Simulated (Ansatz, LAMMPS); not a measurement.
# A frame of liquid mixture of sulfolane and H2O from 340 K (192 atoms): geometry optimisation, part 2 of 3

Aim: bring a frame of liquid mixture of sulfolane and H2O from 340 K (192 atoms) to a nearby minimum of the energy and see what moves.

Ansatz 0.2.0; Kohn-Sham DFT, PBE+D3(BJ), PAW (set soft_2), plane waves.

The cell: 28 O, 12 S, 48 C and 104 H. The network of contacts between molecules at the start is that of the classical potential that made the cell. The Brillouin zone is sampled at Γ only, in a cell whose shortest periodic width is 13 Å.

So far. Step 3 (Single point at the start): Neighbours are counted within 1.34 Å (H-C), 1.21 Å (H-O), 1.85 Å (C-C), 2.21 Å (C-S), 1.88 Å (O-S).

**4. Cell and atoms relaxed**

Cell and atoms are freed together, to release stress as well as forces.

input.yaml reads:

```yaml
crystal:
  lattice:
    - [12.77814, 0.0, 0.0]
    - [0.0, 12.77814, 0.0]
    - [0.0, 0.0, 12.77814]
  atoms:
    [... the 192 atom lines of step 3 ...]
kpoints:
  mp_grid: { grid: [1, 1, 1] }
hamiltonian:
  xc: pbe
  dispersion: d3bj
scf:
  occupations: { method: fixed }
output:
  forces: true
relax:
  f_tol: 0.05
  max_steps: 200
  cell: {}
```

Started as:

```bash
ansatz run input.yaml --threads 4 --pin off --max-ram 8192MiB --backend cpu --events-out ev --progress --plain --runs-dir out
```

Numbers of over 12 decimals in the logs are rounded to 6 here.

Log:

```text
[...]
Crystal: 192 atoms, lattice volume = 2086.426 Å³
Basis set: ecut = 420 eV, 40651 PW (Γ), exchange–correlation on 180×180×180 points (8 copies of the dense FFT grid, shifted against one another)
Bands: 460, of which v1, the nominal top of the filled ones, is band 268 counted from 1 (267 counted from 0)
Symmetry: 1 space group operations
[...]
k-points: 1
[...]
SCF iter   1: F=—  HF=-40412.359658 eV  |F-HF|=—  |Δ(HF+E_count)|=         —  Δρ=6.90e-3  dr2=1.23e0  ethr=1.77e-3  ⟨swp⟩=5.0  Hψ=1540  notcnv=0  defer=189
[...]
SCF iter   3: F=—  HF=-40412.016694 eV  |F-HF|=—  |Δ(HF+E_count)|=   2.00e-2  Δρ=1.52e-3  dr2=6.18e-2  ethr=4.32e-5  ⟨swp⟩=2.0  Hψ=543  notcnv=0  defer=80
automatic band count: iteration 3 solves 350 bands in place of 460: the levels show a gap, and the empty bands left out lie too high to hold charge; the band table lists the bands solved (type scf.n_extra_bands for more)
SCF iter   4: F=—  HF=-40412.015327 eV  |F-HF|=—  |Δ(HF+E_count)|=   1.37e-3  Δρ=6.68e-4  dr2=1.28e-2  ethr=1.15e-5  ⟨swp⟩=3.0  Hψ=411  notcnv=0  defer=80
[...]
SCF iter  11: F=-40412.013322 eV  HF=-40412.013322 eV  |F-HF|=2.09e-8  |Δ(HF+E_count)|=   4.06e-8  Δρ=1.49e-6  dr2=4.23e-8  ethr=1.87e-11  ⟨swp⟩=5.0  Hψ=1070  notcnv=0
SCF 1 converged in 11 iterations: F = -40412.013322 eV  dr2 = 4.23e-8
[...]
relax step   1: F+E_penalty+E_count = -40412.01332210 eV  Δ(F+E_penalty+E_count) = +0.000e0 eV  max|allowed force component| = 3.200e0 eV/Å  Δτ_max = 0.0000 Å  P = +2.886 GPa  Ω = 2086.426 Å³  (11 SCF iters, dr2 threshold 1.00e-7 eV, accepted)
[... from here on, the SCF cycles and remarks between the steps are left out ...]
relax step   2: F+E_penalty+E_count = -40419.29980095 eV  Δ(F+E_penalty+E_count) = -7.286e0 eV  max|allowed force component| = 2.004e0 eV/Å  Δτ_max = 0.1949 Å  P = +0.791 GPa  Ω = 2101.554 Å³  energy of the carried Pulay correction = -3.968e-2 eV  (8 SCF iters, dr2 threshold 1.92e-5 eV, accepted)
relax step   3: F+E_penalty+E_count = -40421.12234897 eV  Δ(F+E_penalty+E_count) = -1.823e0 eV  max|allowed force component| = 2.059e0 eV/Å  Δτ_max = 0.1914 Å  P = -0.187 GPa  Ω = 2093.495 Å³  energy of the carried Pulay correction = -1.858e-2 eV  (8 SCF iters, dr2 threshold 1.92e-5 eV, accepted)
relax step   4: F+E_penalty+E_count = -40421.82624294 eV  Δ(F+E_penalty+E_count) = -7.039e-1 eV  max|allowed force component| = 1.336e0 eV/Å  Δτ_max = 0.2000 Å  P = +0.023 GPa  Ω = 2022.588 Å³  energy of the carried Pulay correction = +1.707e-1 eV  (8 SCF iters, dr2 threshold 1.92e-5 eV, accepted)
relax step   5: F+E_penalty+E_count = -40422.14862123 eV  Δ(F+E_penalty+E_count) = -3.224e-1 eV  max|allowed force component| = 8.029e-1 eV/Å  Δτ_max = 0.1945 Å  P = -0.336 GPa  Ω = 2030.541 Å³  energy of the carried Pulay correction = +1.491e-1 eV  (8 SCF iters, dr2 threshold 1.92e-5 eV, accepted)
relax step   6: F+E_penalty+E_count = -40422.28586754 eV  Δ(F+E_penalty+E_count) = -1.372e-1 eV  max|allowed force component| = 1.587e0 eV/Å  Δτ_max = 0.1904 Å  P = -0.408 GPa  Ω = 1998.821 Å³  energy of the carried Pulay correction = +2.356e-1 eV  (8 SCF iters, dr2 threshold 1.92e-5 eV, accepted)
relax step   7: F+E_penalty+E_count = -40422.30803027 eV  Δ(F+E_penalty+E_count) = -2.216e-2 eV  max|allowed force component| = 1.778e0 eV/Å  Δτ_max = 0.1127 Å  P = -0.162 GPa  Ω = 2023.353 Å³  energy of the carried Pulay correction = +1.686e-1 eV  (7 SCF iters, dr2 threshold 1.92e-5 eV, accepted)
relax step   8: F+E_penalty+E_count = -40422.57729044 eV  Δ(F+E_penalty+E_count) = -2.693e-1 eV  max|allowed force component| = 1.344e-1 eV/Å  Δτ_max = 0.2000 Å  P = -0.008 GPa  Ω = 1996.849 Å³  energy of the carried Pulay correction = +2.410e-1 eV  (8 SCF iters, dr2 threshold 1.92e-5 eV, accepted)
relax step   9: F+E_penalty+E_count = -40422.63253372 eV  Δ(F+E_penalty+E_count) = -5.524e-2 eV  max|allowed force component| = 1.422e0 eV/Å  Δτ_max = 0.1952 Å  P = -0.234 GPa  Ω = 1980.226 Å³  energy of the carried Pulay correction = +2.869e-1 eV  (9 SCF iters, dr2 threshold 1.13e-6 eV, accepted)
relax step  10: F+E_penalty+E_count = -40422.67556061 eV  Δ(F+E_penalty+E_count) = -4.303e-2 eV  max|allowed force component| = 4.778e-1 eV/Å  Δτ_max = 0.0866 Å  P = -0.209 GPa  Ω = 1979.230 Å³  energy of the carried Pulay correction = +2.896e-1 eV  (6 SCF iters, dr2 threshold 1.92e-5 eV, accepted)
relax step  11: F+E_penalty+E_count = -40422.57956883 eV  Δ(F+E_penalty+E_count) = +9.599e-2 eV  max|allowed force component| = 9.631e-1 eV/Å  Δτ_max = 0.2000 Å  P = +0.387 GPa  Ω = 1979.935 Å³  energy of the carried Pulay correction = +2.877e-1 eV  (8 SCF iters, dr2 threshold 1.43e-5 eV, rejected (line search))
relax step  12: F+E_penalty+E_count = -40422.75152561 eV  Δ(F+E_penalty+E_count) = -7.596e-2 eV  max|allowed force component| = 1.442e-1 eV/Å  Δτ_max = 0.1000 Å  P = -0.054 GPa  Ω = 1978.900 Å³  energy of the carried Pulay correction = +2.905e-1 eV  (12 SCF iters, accepted)
[...]
relax step  63: F+E_penalty+E_count = -40423.21009413 eV  Δ(F+E_penalty+E_count) = -1.208e-2 eV  max|allowed force component| = 5.990e-2 eV/Å  Δτ_max = 0.0415 Å  P = -0.017 GPa  Ω = 1948.615 Å³  energy of the carried Pulay correction = +3.752e-1 eV  (12 SCF iters, accepted)
relax step  64: F+E_penalty+E_count = -40423.21552750 eV  Δ(F+E_penalty+E_count) = -5.433e-3 eV  max|allowed force component| = 1.008e-1 eV/Å  Δτ_max = 0.0860 Å  P = -0.027 GPa  Ω = 1948.195 Å³  energy of the carried Pulay correction = +3.764e-1 eV  (8 SCF iters, dr2 threshold 2.24e-7 eV, accepted)
relax step  65: F+E_penalty+E_count = -40423.21775956 eV  Δ(F+E_penalty+E_count) = -2.232e-3 eV  max|allowed force component| = 2.447e-1 eV/Å  Δτ_max = 0.1459 Å  P = -0.070 GPa  Ω = 1948.385 Å³  energy of the carried Pulay correction = +3.758e-1 eV  (8 SCF iters, dr2 threshold 6.35e-7 eV, accepted)
relax step  66: F+E_penalty+E_count = -40423.22210609 eV  Δ(F+E_penalty+E_count) = -4.347e-3 eV  max|allowed force component| = 8.129e-2 eV/Å  Δτ_max = 0.0269 Å  P = -0.007 GPa  Ω = 1948.180 Å³  energy of the carried Pulay correction = +3.764e-1 eV  (6 SCF iters, dr2 threshold 3.74e-6 eV, accepted)
relax step  67: F+E_penalty+E_count = -40423.21834634 eV  Δ(F+E_penalty+E_count) = +3.760e-3 eV  max|allowed force component| = 3.261e-2 eV/Å  Δτ_max = 0.0503 Å  P = -0.006 GPa  Ω = 1950.247 Å³  energy of the carried Pulay correction = +3.706e-1 eV  (8 SCF iters, dr2 threshold 4.13e-7 eV, accepted)
relax step  68: F+E_penalty+E_count = -40422.97290780 eV  Δ(F+E_penalty+E_count) = +2.454e-1 eV  max|allowed force component| = 3.352e-2 eV/Å  Δτ_max = 0.0000 Å  P = -0.200 GPa  Ω = 1950.247 Å³  stress off target by 2.66e-1 GPa  SCF on the basis re-selected at this cell (its energy is not comparable with the rows above)  (7 SCF iters)
relax step  69: F+E_penalty+E_count = -40423.15944000 eV  Δ(F+E_penalty+E_count) = -1.865e-1 eV  max|allowed force component| = 1.014e-1 eV/Å  Δτ_max = 0.0535 Å  P = +0.091 GPa  Ω = 1886.148 Å³  energy of the carried Pulay correction = +1.673e-1 eV  (9 SCF iters, dr2 threshold 1.77e-7 eV, accepted)
relax step  70: F+E_penalty+E_count = -40423.12927615 eV  Δ(F+E_penalty+E_count) = +3.016e-2 eV  max|allowed force component| = 9.944e-2 eV/Å  Δτ_max = 0.0688 Å  P = -0.018 GPa  Ω = 1903.978 Å³  energy of the carried Pulay correction = +1.217e-1 eV  (9 SCF iters, dr2 threshold 6.43e-7 eV, accepted)
relax step  71: F+E_penalty+E_count = -40423.09213355 eV  Δ(F+E_penalty+E_count) = +3.714e-2 eV  max|allowed force component| = 6.751e-1 eV/Å  Δτ_max = 0.1057 Å  P = -0.039 GPa  Ω = 1911.854 Å³  energy of the carried Pulay correction = +1.011e-1 eV  (8 SCF iters, dr2 threshold 6.18e-7 eV, rejected (line search))
relax step  72: F+E_penalty+E_count = -40423.13263570 eV  Δ(F+E_penalty+E_count) = -3.360e-3 eV  max|allowed force component| = 1.981e-2 eV/Å  Δτ_max = 0.0388 Å  P = -0.002 GPa  Ω = 1904.213 Å³  energy of the carried Pulay correction = +1.206e-1 eV  (12 SCF iters, accepted)
relax step  73: F+E_penalty+E_count = -40423.01574482 eV  Δ(F+E_penalty+E_count) = +1.169e-1 eV  max|allowed force component| = 1.923e-2 eV/Å  Δτ_max = 0.0000 Å  P = -0.048 GPa  Ω = 1904.213 Å³  stress off target by 6.04e-2 GPa  SCF on the basis re-selected at this cell (its energy is not comparable with the rows above)  (6 SCF iters)
relax step  74: F+E_penalty+E_count = -40423.04818512 eV  Δ(F+E_penalty+E_count) = -3.244e-2 eV  max|allowed force component| = 3.055e-2 eV/Å  Δτ_max = 0.0669 Å  P = -0.005 GPa  Ω = 1894.144 Å³  energy of the carried Pulay correction = +2.780e-2 eV  (10 SCF iters, dr2 threshold 9.12e-9 eV, accepted)
relax step  75: F+E_penalty+E_count = -40423.03215450 eV  Δ(F+E_penalty+E_count) = +1.603e-2 eV  max|allowed force component| = 3.058e-2 eV/Å  Δτ_max = 0.0000 Å  P = -0.011 GPa  Ω = 1894.144 Å³  stress off target by 2.03e-2 GPa  SCF on the basis re-selected at this cell (its energy is not comparable with the rows above)  (5 SCF iters)
[...]
SCF converged after 5 iterations
Free energy (F): -40423.032154 eV
[...]
Internal energy: -40423.032154 eV  (E = F + TS)
E sigma→0 (E₀):  -40423.032154 eV
Fermi energy:    -0.308271 eV
[...]
--- Forces (eV/Å), atoms counted from 1 ---
  atom   1  O     -0.00318686    -0.00013314     0.00230717
  atom   2  S     -0.00135494     0.00530163    -0.00842869
  atom   3  O     -0.00036720    -0.00588808     0.00067177
  atom   4  C      0.00120387     0.00511015    -0.00002797
  atom   5  C      0.00287838    -0.00096831    -0.00606491
  atom   6  C      0.00235910     0.00042115     0.00570122
  atom   7  C     -0.00535321    -0.00092275     0.00090473
  atom   8  H     -0.00084572     0.00092347    -0.00210337
  atom   9  H      0.00216068    -0.00125833    -0.00056163
  atom  10  H      0.00075638    -0.00076631     0.00064150
  atom  11  H      0.00193712    -0.00023020     0.00356209
  atom  12  H      0.00101244    -0.00114981    -0.00159463
  atom  13  H     -0.00467332     0.00060061    -0.00031724
  atom  14  H     -0.00174040    -0.00054277     0.00049809
[...]
atom 191  H     -0.00260168     0.00047678     0.00621754
  atom 192  H     -0.00095811    -0.00067625     0.00148423
  max |Σ_I F_I| component: 4.64e-5 eV/Å
--- Stress (GPa, compression-positive) ---
       -0.010927       0.000960      -0.003189
        0.000960      -0.012276       0.007739
       -0.003189       0.007739      -0.011087
  P = ⅓ Tr σ = -0.0114 GPa (-0.114 kbar)
--- Relaxed structure (72 steps of the walk, 62 accepted, 3 SCFs on fresh bases) ---
  F+E_penalty+E_count = -40423.03215450 eV   max|allowed force component| = 3.058e-2 eV/Å   (the final SCF, on the basis selected at the relaxed cell)
  cell:  # Å, volume = 1894.1441 Å³
    - [12.387529, 0.149726, -0.190932]
    - [0.149726, 12.371024, 0.196533]
    - [-0.190932, 0.196533, 12.368068]
  atoms:
    - { symbol: O, position: [0.917224, 0.497253, 0.00336389] }
    - { symbol: S, position: [0.999497, 0.420534, 0.049603] }
    - { symbol: O, position: [1.000083, 0.310836, 1.008261] }
    - { symbol: C, position: [0.998596, 0.413580, 0.194922] }
[...]
- { symbol: H, position: [0.145329, 0.747350, 0.730985] }
```

It took 11 min on 4 threads of AMD EPYC 9R45, shared host; peak memory 2.7 GiB.

Step by step (22 of 75):

| step | energy less that of the first step (eV) | largest force component (eV/Å) | pressure (GPa) | volume (Å³) |
| --- | --- | --- | --- | --- |
| 1 | 0.0000 | 3.2004 | 2.89 | 2086.43 |
| 5 | -10.1353 | 0.8029 | -0.34 | 2030.54 |
| 8 | -10.5640 | 0.1344 | -0.01 | 1996.85 |
| 12 | -10.7382 | 0.1442 | -0.05 | 1978.90 |
| 15 | -10.8465 | 0.3237 | -0.27 | 1970.07 |
| 19 | -10.9394 | 0.3374 | 0.02 | 1961.17 |
| 22 | -10.9727 | 0.1538 | -0.07 | 1959.44 |
| 26 | -11.0276 | 0.0914 | -0.05 | 1955.69 |
| 29 | -11.0614 | 0.3156 | -0.03 | 1953.68 |
| 33 | -11.0892 | 0.1591 | 0.00 | 1953.38 |
| 36 | -11.1165 | 0.2203 | -0.07 | 1951.87 |
| 40 | -11.1318 | 0.0499 | 0.02 | 1952.42 |
| 43 | -11.1224 | 0.2603 | 0.01 | 1952.76 |
| 47 | -11.1443 | 0.0517 | -0.02 | 1953.49 |
| 50 | -11.1570 | 0.1071 | -0.02 | 1951.16 |
| 54 | -11.1656 | 0.0820 | -0.03 | 1949.98 |
| 57 | -11.1779 | 0.0849 | 0.00 | 1948.15 |
| 61 | -11.1847 | 0.0966 | 0.00 | 1950.62 |
| 64 | -11.2022 | 0.1008 | -0.03 | 1948.20 |
| 68* | -10.9596 | 0.0335 | -0.20 | 1950.25 |
| 71 | -11.0788 | 0.6751 | -0.04 | 1911.85 |
| 75* | -11.0188 | 0.0306 | -0.01 | 1894.14 |

Relaxation steps marked * repeat the geometry before them on a plane-wave basis chosen anew for their cell, so energy and pressure can jump there. Other such steps can lie between the rows shown. Relaxation steps 11, 20, 24, 32, 39, 43, 51, 56 and 2 more were tried and not accepted.

| cell as run | before | after | change |
| --- | --- | --- | --- |
| a (Å) | 12.778 | 12.390 | -3.0 % |
| b (Å) | 12.778 | 12.373 | -3.2 % |
| c (Å) | 12.778 | 12.371 | -3.2 % |
| α (°) | 90.00 | 88.19 | -2.0 % |
| β (°) | 90.00 | 91.76 | +2.0 % |
| γ (°) | 90.00 | 88.63 | -1.5 % |
| volume (Å³/atom) | 10.87 | 9.87 | -9.2 % |

The atoms that moved most (Å, as changes of fractional coordinates times the final cell):

| atom | dx | dy | dz | length |
| --- | --- | --- | --- | --- |
| H57 | -0.270 | 1.279 | 1.649 | 2.105 |
| O46 | 1.073 | -0.849 | 1.360 | 1.929 |
| H56 | -0.517 | 1.773 | 0.118 | 1.850 |
| H39 | 0.163 | -0.720 | -1.684 | 1.839 |
| H60 | 0.788 | -0.676 | 1.263 | 1.635 |
| H26 | -0.498 | -1.543 | -0.190 | 1.632 |
| H38 | 0.206 | -1.436 | -0.707 | 1.614 |
| H58 | -0.416 | 1.488 | -0.155 | 1.553 |

The relaxation changed the energy by -57.4 meV/atom, and atoms moved by 0.87 Å r.m.s., 2.1 Å at most.

**5. Distances and neighbours after relaxation**

Bonds before and after, by the cutoffs listed below:

| pair | bonds before | bonds after | mean before (Å) | mean after (Å) | spread before (Å) | spread after (Å) |
| --- | --- | --- | --- | --- | --- | --- |
| H-C | 96 | 96 | 1.098 | 1.096 | 0.031 | 0.002 |
| H-O | 8 | 8 | 1.000 | 0.980 | 0.000 | 0.004 |
| C-C | 36 | 36 | 1.506 | 1.532 | 0.030 | 0.008 |
| C-S | 24 | 24 | 1.761 | 1.811 | 0.034 | 0.007 |
| O-S | 24 | 24 | 1.459 | 1.465 | 0.022 | 0.003 |

Density 1.33 g/cm³, 9.865 Å³ an atom.

Pair distribution functions g(r), in bins of 0.2 Å:

| r (Å) | total | H-H | H-C | H-O | H-S | C-C | C-O |
| --- | --- | --- | --- | --- | --- | --- | --- |
| 0.90 | 0.34 | 0.00 | 0.00 | 2.18 | 0.00 | 0.00 | 0.00 |
| 1.10 | 3.40 | 0.00 | 12.55 | 0.00 | 0.00 | 0.00 | 0.00 |
| 1.30 | 0.00 | 0.00 | 0.00 | 0.00 | 0.00 | 0.00 | 0.00 |
| 1.50 | 1.15 | 0.24 | 0.00 | 0.00 | 0.00 | 10.10 | 0.00 |
| 1.70 | 0.61 | 1.86 | 0.00 | 0.08 | 0.00 | 0.00 | 0.00 |
| 1.90 | 0.40 | 0.25 | 0.00 | 0.51 | 0.00 | 0.00 | 0.00 |
| 2.10 | 1.00 | 0.16 | 3.48 | 0.06 | 0.00 | 0.00 | 0.00 |
| 2.30 | 0.95 | 0.96 | 1.06 | 0.29 | 4.92 | 0.00 | 0.00 |
| 2.50 | 1.05 | 1.92 | 0.00 | 1.41 | 0.21 | 2.54 | 0.00 |
| 2.70 | 1.43 | 1.54 | 0.22 | 2.77 | 0.00 | 1.08 | 3.71 |
| 2.90 | 0.76 | 0.85 | 1.03 | 0.99 | 0.64 | 0.00 | 0.00 |
| 3.10 | 0.94 | 1.27 | 0.88 | 1.05 | 1.71 | 0.00 | 0.57 |
| 3.30 | 0.88 | 0.59 | 1.06 | 1.33 | 0.95 | 0.00 | 1.85 |
| 3.50 | 1.10 | 0.76 | 1.39 | 1.26 | 1.52 | 0.21 | 2.29 |
| 3.70 | 0.86 | 0.74 | 0.78 | 0.70 | 1.75 | 0.65 | 1.90 |
| 3.90 | 0.98 | 1.16 | 0.77 | 1.03 | 0.89 | 1.04 | 1.08 |
| 4.10 | 0.91 | 0.96 | 0.85 | 1.02 | 0.86 | 0.70 | 0.90 |
| 4.30 | 1.03 | 1.01 | 1.00 | 1.38 | 0.82 | 0.74 | 0.73 |
| 4.50 | 0.99 | 0.98 | 0.85 | 1.08 | 0.87 | 0.77 | 1.12 |
| 4.70 | 0.94 | 0.87 | 0.87 | 1.12 | 0.92 | 1.12 | 0.93 |
| 4.90 | 0.93 | 0.93 | 0.90 | 0.73 | 1.16 | 1.08 | 0.77 |
| 5.10 | 0.94 | 1.01 | 0.98 | 0.87 | 1.09 | 0.90 | 0.83 |
| 5.30 | 1.08 | 1.10 | 1.03 | 1.04 | 1.21 | 1.33 | 1.10 |
| 5.50 | 1.06 | 1.03 | 1.21 | 0.89 | 0.88 | 1.04 | 1.17 |
| 5.70 | 1.03 | 1.00 | 1.04 | 0.85 | 0.97 | 1.27 | 1.18 |
| 5.90 | 1.05 | 1.01 | 1.06 | 1.04 | 0.80 | 1.28 | 1.01 |
| 6.10 | 1.04 | 0.98 | 1.05 | 1.12 | 0.92 | 1.44 | 0.90 |

Bonds by pair of elements; cutoffs follow the first minimum of g(r), held within bounds set by covalent radii, and pairs that aren't listed don't count as bonded:

| pair A-B | cutoff (Å) | bonds | mean length (Å) | spread (Å) | shortest (Å) | B about A | A about B |
| --- | --- | --- | --- | --- | --- | --- | --- |
| H-C | 1.34 | 96 | 1.10 | 0.002 | 1.09 | 0.923 | 2 |
| H-O | 1.21 | 8 | 0.98 | 0.004 | 0.975 | 0.077 | 0.286 |
| C-C | 1.85 | 36 | 1.53 | 0.008 | 1.52 | 1.5 | 1.5 |
| C-S | 2.21 | 24 | 1.81 | 0.007 | 1.80 | 0.5 | 2 |
| O-S | 1.88 | 24 | 1.47 | 0.003 | 1.46 | 0.857 | 2 |

How many atoms have how many bonded neighbours:

| element | mean | 1 | 2 | 4 |
| --- | --- | --- | --- | --- |
| C | 4 | 0 | 0 | 48 |
| H | 1 | 104 | 0 | 0 |
| O | 1.14 | 24 | 4 | 0 |
| S | 4 | 0 | 0 | 12 |

Bond angles (no mean is given where the spread exceeds 20°):

| angle | count | mean (°) | spread (°) |
| --- | --- | --- | --- |
| C-C-H | 144 | 112 | 2 |
| H-C-H | 48 | 109 | 1.3 |
| H-C-S | 48 | 107 | 1 |
| C-S-O | 48 | 110 | 1.4 |
| C-C-S | 24 | 104 | 1.3 |

Bond length by coordination (bonds to H left out):

| element | coordination | atoms | mean bond length (Å) |
| --- | --- | --- | --- |
| O | 1 | 24 | 1.47 |

Rings of the network by King's shortest-path rule, up to 12 atoms, one path for each pair of neighbours; H, halogens, alkali and alkaline-earth atoms are left out, and the last column divides by all other atoms, bonded or not:

| ring size (atoms) | rings | per network atom |
| --- | --- | --- |
| 5 | 12 | 0.136 |

Counting bonds as in the table, all C atoms have 4, all H atoms have 1, 86 % of O atoms have 1 and all S atoms have 4 bonded neighbours. The C-C-H angle averages 112° with a spread of 2°. All rings counted have 5 atoms.

(Part 2 of 3 ends here.)

[Logs are printed without paths, hosts, clocks, repeated set-up lines and the standing remarks that a program may print on its own settings, such as how far it seeks lower states.]

[Hosts, paths, dates, database ids (printed as entryN), source tags and the programs' standing remarks are cut or masked in the printed files.]
